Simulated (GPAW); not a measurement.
# free-standing triangular Ni monolayer, spacing 2.356 A: from the magnetic state to anisotropy

Aim: the anisotropy of free-standing triangular Ni monolayer, spacing 2.356 A from the Kohn–Sham states of one collinear run.

Main program and level: GPAW 26.7.0; LDA; plane waves with GPAW's PAW setups, scalar-relativistic.

## 1. The structure

The cell holds 1 atom: 1 Ni. Cell: a = 2.356 Å, b = 2.356 Å, c = 14.000 Å, α = 90.0°, β = 90.0°, γ = 120.0°. model lattice. Vacuum lies along c.

Structure file:

```cif
data_structure
_symmetry_space_group_name_H-M 'P 1'
_symmetry_Int_Tables_number 1
_cell_length_a 2.3560
_cell_length_b 2.3560
_cell_length_c 14.0000
_cell_angle_alpha 90.000
_cell_angle_beta 90.000
_cell_angle_gamma 120.000
_cell_volume 67.30
loop_
_atom_site_label
_atom_site_type_symbol
_atom_site_fract_x
_atom_site_fract_y
_atom_site_fract_z
_atom_site_occupancy
Ni1 Ni 0.00000 0.00000 0.50000 1
```

## 2. Ground-state run

All later steps read the density of this run.

File order1.py:

```python
import json
import numpy as np
from ase import Atoms
from ase.parallel import paropen, parprint
from gpaw import GPAW

atoms = Atoms(['Ni'],
    cell=[[2.356, 0.0, 0.0],
         [-1.178, 2.040356, 0.0],
         [0.0, 0.0, 14.0]],
    scaled_positions=[[0.0, 0.0, 0.5]],
    pbc=True,
    magmoms=[1.0])
atoms.calc = GPAW(mode={'name': 'pw', 'ecut': 550},
    xc='LDA',
    kpts={'size': (14, 14, 1), 'gamma': True},
    occupations={'name': 'fermi-dirac', 'width': 0.1},
    convergence={'density': 1e-05, 'energy': 1e-05},
    maxiter=200,
    symmetry={'tolerance': 1e-4},
    txt='order1.txt')
e = atoms.get_potential_energy(force_consistent=True)
res = {'free_energy': e, 'energy_sigma0': atoms.get_potential_energy(), 'fermi_energy': atoms.calc.get_fermi_level()}
res['moments'] = atoms.get_magnetic_moments().tolist()
res['total'] = atoms.get_magnetic_moment()
parprint('site moments (muB):', np.round(res['moments'], 3))
parprint(f"total moment: {res['total']:.3f} muB")
parprint(f'free energy: {e:.6f} eV')
atoms.calc.write('order1.gpw')
with paropen('results.json', 'w') as f:
    json.dump(res, f)
```

Started as:

```sh
OMP_NUM_THREADS=1 mpirun -n 2 gpaw python order1.py > order1.log
```

Standard output:

```text
site moments (muB): [0.858]
total moment: 0.831 muB
free energy: -6.963689 eV

--- order1.txt ---
Input parameters:
  mode=PW(ecut=550),
  convergence={'density': 1e-05, 'energy': 1e-05},
  kpts=MonkhorstPack(size=(14, 14, 1), gamma=True),
  maxiter=200,
  occupations=Occupations(name='fermi-dirac', width=0.1),
  symmetry=Symmetry(tolerance=0.0001),
  xc=XC(name='LDA')

Diagonalizing LCAO Hamiltonian
Converting LCAO to pw mode

       Ni

Atoms  # Å, Bohr magnetons
|   | symbol |        x |        y |        z |    initial magnetic moments |
|---|--------|----------|----------|----------|-----------------------------|
| 0 |     Ni | 0.000000 | 0.000000 | 7.000000 | ( 0.0000,  0.0000,  1.0000) |

Unit cell  # Å
| periodic |         x |        y |         z |   lengths |     angles |
|----------|-----------|----------|-----------|-----------|------------|
|      yes |  2.356000 | 0.000000 |  0.000000 |  2.356000 |  90.000000 |
|      yes | -1.178000 | 2.040356 |  0.000000 |  2.356000 |  90.000000 |
|      yes |  0.000000 | 0.000000 | 14.000000 | 14.000000 | 119.999998 |

Number of symmetries: 24

BZ-sampling:
  Number of BZ points: 196
  Number of IBZ points: 24

  Monkhorst-Pack size: [14, 14, 1]
  Monkhorst-Pack shift: [0.035714, 0.035714, 0.0]

Plane wave coefficients: 2005
Cutoff: 550.0 eV

Spin-components: 2 (collinear spins)
Bands:           12
Projectors:      6
Spin-degeneracy: 1
Datatype:        complex128

Parallelization:
  kpt:    2
  domain: 1
  band:   1

Density:
  Valence electrons: 16.0
  Components: 2
  Grid points: [14 14 80]
  Charge: 0.0  # |e|

Potential:
  Grid points: [14 14 80]

[... setups left out ...]
Reference energy: -41300.595870  # eV

eigensolver:
  PPCG
  Converge bands: occupied
  niter=2

density mixing:
  MSR1-Mixer
  Pratt-step length: 0.05
  Maximum mixing coefficient: 0.75
  Old densities: 10
  SVD Regularization: 0.005
  Good broyden scale: 1.0
  Trust region scale: 1.0
  Backstep threshold: 4.0
  History deletion threshold: 6.0
  Fourier metric: weight=20.0, sigma=0.015

occupation numbers:
  Fermi-Dirac:
    width: 0.1000  # eV

poisson solver:
  ecut: 4400.0  # eV

xc functional:
  name: None

convergence criteria:
- Maximum integral of absolute [dens]ity change: 1e-05 electrons / valence electron
- Maximum [total energy] change in last 3 cyles: 1e-05 eV / valence electron
- Maximum integral of absolute [eigenst]ate change: 4e-08 eV^2 / valence electron
maximum number of iterations: 200

SCF iterations
|iter     |      energy | eigst |  dens |  magmom |
|---------|-------------|-------|-------|---------|
|iter:   1|       0s |   -7.262015 | +0.46 |       |  +1.0008|
|iter:   2|       0s |   -7.133162 | -0.62 | -1.13 |  +0.9850|
|iter:   3|       0s |   -6.933647 | -1.48 | -1.24 |  +0.9362|
|iter:   4|       1s |   -6.914980 | -2.28 | -1.65 |  +0.9042|
|iter:   5|       1s |   -6.915746 | -2.56 | -1.87 |  +0.8689|
|iter:   6|       2s |   -6.917590 | -3.62 | -2.29 |  +0.8568|
|iter:   7|       2s |   -6.918973 | -3.93 | -2.39 |  +0.8375|
|iter:   8|       2s |   -6.918994 | -4.85 | -3.03 |  +0.8334|
|iter:   9|       3s |   -6.919050c| -5.68 | -3.40 |  +0.8302|
|iter:  10|       3s |   -6.919061c| -6.38 | -3.80 |  +0.8296|
|iter:  11|       3s |   -6.919069c| -7.17 | -4.17 |  +0.8302|
|iter:  12|       4s |   -6.919068c| -7.72c| -4.49 |  +0.8306|
|iter:  13|       4s |   -6.919068c| -7.95c| -4.95 |  +0.8308|
|iter:  14|       4s |   -6.919068c| -8.17c| -5.43c|  +0.8307|

Converged in 14 steps
Energy contributions relative to reference atoms: (reference = -41300.595870)

Energy contributions:
  Kinetic:           4.064740
  Coulomb:          -2.652555
  Zero:              0.086051
  External:          0.000000
  Xc:               -8.372684
  Entropy:          -0.089242
  Spinorbit:         0.000000
  ----------------------------
  Free energy:      -6.963689
  Extrapolated:     -6.919068

dipole moment: (-2.426012, -4.201976, 0.000002)  # |e|*Ang

Total magnetic moment: (0.000000, 0.000000, 0.830738)

Local magnetic moments
|        x |        y |        z |
|----------|----------|----------|
| 0.000000 | 0.000000 | 0.857865 |  # Ni   0

Fermi level: -3.584
Eigenvalues  # (at kpt = [0.000, 0.000, 0.000])
| band index |      eig [eV] | occ [0-1] |      eig [eV] | occ [0-1] |
|------------|---------------|-----------|---------------|-----------|
|          0 |       -66.963 |     1.000 |       -65.997 |     1.000 |
|          1 |       -66.963 |     1.000 |       -65.997 |     1.000 |
|          2 |       -66.712 |     1.000 |       -65.710 |     1.000 |
|          3 |        -9.770 |     1.000 |        -9.611 |     1.000 |
|          4 |        -5.731 |     1.000 |        -5.027 |     1.000 |
|          5 |        -5.731 |     1.000 |        -4.941 |     1.000 |
|          6 |        -5.596 |     1.000 |        -4.941 |     1.000 |
|          7 |        -4.181 |     0.997 |        -3.189 |     0.019 |
|          8 |        -4.181 |     0.997 |        -3.189 |     0.019 |
|          9 |        -2.801 |     0.000 |        -2.794 |     0.000 |
|         10 |         1.779 |     0.000 |         1.788 |     0.000 |
|         11 |         2.808 |     0.000 |         2.802 |     0.000 |

No gap
No difference between direct/indirect transitions
```

It took 8.4 s on 2 MPI ranks of Intel Xeon 6975P-C (Granite Rapids), shared host; peak memory 0.39 GiB.

Read from the output:

* magnetization: 0.8307 μB
* final state: ferromagnetic
* largest moment: 0.8579 μB

After 14 cycles the largest moment stands at 0.858 μB.

## 3. More states at fixed density

The steps that follow sum over empty states, which the ground-state run does not converge; 15 states a spin are converged here at the frozen density and written with their wave functions.

It starts from the saved density of the lowest of the states tried.

File nscf.py:

```python
from gpaw import GPAW

calc = GPAW('order1.gpw').fixed_density(
    kpts={'size': (14, 14, 1), 'gamma': True},
    nbands=19,
    convergence={'bands': 15, 'eigenstates': 1e-9},
    eigensolver='ppcg',
    parallel={'domain': 1},
    txt='nscf.txt')
calc.write('nscf.gpw', mode='all')
```

Started as:

```sh
OMP_NUM_THREADS=1 mpirun -n 2 gpaw python nscf.py > nscf.log
```

Standard output:

```text
Input parameters:
  mode=PW(ecut=550),
  convergence={'bands': 15, 'eigenstates': 1e-09},
  eigensolver=PPCG(niter=2, min_niter=1, max_buffer_mem=209715200, blocksize=None, rr_modulo=5, include_cg=True, promote_inner_dtype=False, tolerances=None),
  gpts=array([14, 14, 80]),
  kpts=MonkhorstPack(size=(14, 14, 1), gamma=True),
  maxiter=200,
  nbands=19,
  occupations=Occupations(name='fermi-dirac', width=0.1),
  parallel={'domain': 1},
  symmetry=Symmetry(tolerance=0.0001),
  xc=XC(name='LDA')
```

Elapsed: 8 s, on 2 MPI ranks; peak memory 0.42 GiB; 16 s of CPU time.

## 4. Magnetocrystalline anisotropy

Spin–orbit coupling is added in the basis of the saved states for each direction of the moments. The change in the band energy is the anisotropy energy, with no new self-consistent run.

File anisotropy.py:

```python
import json
import numpy as np
from ase.parallel import paropen, parprint
from gpaw import GPAW
from gpaw.spinorbit import soc_eigenstates

calc = GPAW('nscf.gpw')
angles = [[0.0, 0.0], [90.0, 0.0], [90.0, 90.0]]  # theta, phi in degrees
res = {'rows': []}
for scale in [1.0]:
    e0 = None
    for theta, phi in angles:
        soc = soc_eigenstates(calc, n2=15, scale=scale, theta=theta, phi=phi)
        e = soc.calculate_band_energy()
        e0 = e if e0 is None else e0
        orbital = soc.get_orbital_magnetic_moments()
        res['rows'].append([scale, theta, phi, 1000 * (e - e0), orbital.tolist()])
        parprint(f'scale {scale} theta {theta:6.1f} phi {phi:6.1f}  dE = {1000 * (e - e0):9.4f} meV  |L| =', np.round(np.linalg.norm(orbital, axis=1), 4))
with paropen('results.json', 'w') as f:
    json.dump(res, f)
```

Started as:

```sh
OMP_NUM_THREADS=1 mpirun -n 2 gpaw python anisotropy.py > anisotropy.log
```

Standard output:

```text
scale 1.0 theta    0.0 phi    0.0  dE =    0.0000 meV  |L| = [0.0651]
scale 1.0 theta   90.0 phi    0.0  dE =   -1.9554 meV  |L| = [0.1669]
scale 1.0 theta   90.0 phi   90.0  dE =   -1.9556 meV  |L| = [0.1669]
```

Wall time 3.2 s (2 MPI ranks); peak memory 0.34 GiB.

Directions, in the order of the table: the normal; the first cell vector; the in-plane normal to it.

Theta from the Cartesian z axis, phi from x; spin up lies along the direction. Anisotropy, by row:

```csv
spin-orbit scale,theta (degrees),phi (degrees),energy less the first direction's (meV a cell),orbital moment of atom 1 along the direction (μB),sum of orbital moments along the direction (μB a cell)
1,0,0,0,0.06512,0.06512
1,90,0,-1.955,0.1669,0.1669
1,90,90,-1.956,0.1669,0.1669
```

## 5. Outcome

```
state                              : ferromagnetic
largest site moment                : 0.858 μB
spread of the directions' energies : 1.96 meV a cell
easiest direction tried            : the plane normal to the layer's normal
```

**Reading.** About the ferromagnetic state the directions differ by 1.96 meV a cell, with the plane normal to the layer's normal easiest. No opposed order was compared. The anisotropy comes from the force theorem at a frozen potential; it needs a check on a finer mesh, and shape anisotropy is not in it.

[Long decimals in the printed logs are rounded to 6 places.]

[Logs and program files are shortened in this print: banners, set-up blocks, solver, clock and traceback lines can be left out without a mark of their own.]

[Logs are printed without paths, hosts, clocks, repeated set-up lines and the standing remarks that a program may print on its own settings, such as how far it seeks lower states.]

[Hosts, paths, dates, database ids (printed as entryN), source tags and the programs' standing remarks are cut or masked in the printed files.]

[Where the starting crystal was built by hand or by swapping elements, it need not be the compound's stable phase.]

[Where a cell is said to come from a database of computed structures, the database is the Materials Project.]

[Runs that the program refused, that were killed for memory or that had too few empty states are not shown or counted.]

[Lattice constants of own cells that a recipe calls measured were typed without a cited source.]
